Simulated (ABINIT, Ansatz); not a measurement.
An input for ABINIT 10.8.3 (CdF2 (Fm-3m)):

```
acell 3*1.0 Angstrom
rprim 
  0.000000000000 2.694000000000 2.694000000000
  2.694000000000 -0.000000000000 2.694000000000
  2.694000000000 2.694000000000 -0.000000000000
ntypat 2
znucl 48 9
natom 3
typat 1 2 2
xred 
  0.000000000000 0.000000000000 0.000000000000
  0.250000000000 0.250000000000 0.250000000000
  0.750000000000 0.750000000000 0.750000000000
pp_dirpath "pseudos"
pseudos "Cd.upf, F.upf"
ecut 47
ngkpt 6 6 6
nshiftk 1
shiftk 0 0 0
kptopt 1
chksymbreak 0
istwfk *1
occopt 1
irdwfk 1
optdriver 3
nband 119
ecuteps 6.5
inclvkb 2
awtr 1
symchi 1
gwcalctyp 2
nfreqre 16
freqremax 40 eV
nfreqim 8
spmeth 1
nomegasf 120
indata_prefix "in"
outdata_prefix "out"
tmpdata_prefix "tmp"
```

```sh
OMP_NUM_THREADS=1 mpirun -n 8 abinit run.abi > log
```

Q: Estimate wall time and host memory on 8 MPI ranks of Arm Neoverse V2, shared host.

It took 2.8 min; on shared hardware allow 84 s to 5.6 min. Peak host memory was 3.5 GiB.

[Paths, hosts, dates, memory and timing lines, banners, echoed tables and standing remarks are left out of the program output.]

[Logs are printed without paths, hosts, clocks, repeated set-up lines and the standing remarks that a program may print on its own settings, such as how far it seeks lower states.]

[Runs of the session that timed out or met a known fault of the program may be left out.]

[Hosts, paths, dates, database ids (printed as entryN), source tags and the programs' standing remarks are cut or masked in the printed files.]

[G0W0 gaps are taken among the corrected bands and points alone; a level outside them can change the order at an edge.]

[Where Ansatz stands beside ABINIT at settings called matched, ABINIT's density can come from a denser mesh and the files from another edition; pairs whose starting gaps differed by over 0.03 eV were left out, so agreement reads better than it is.]
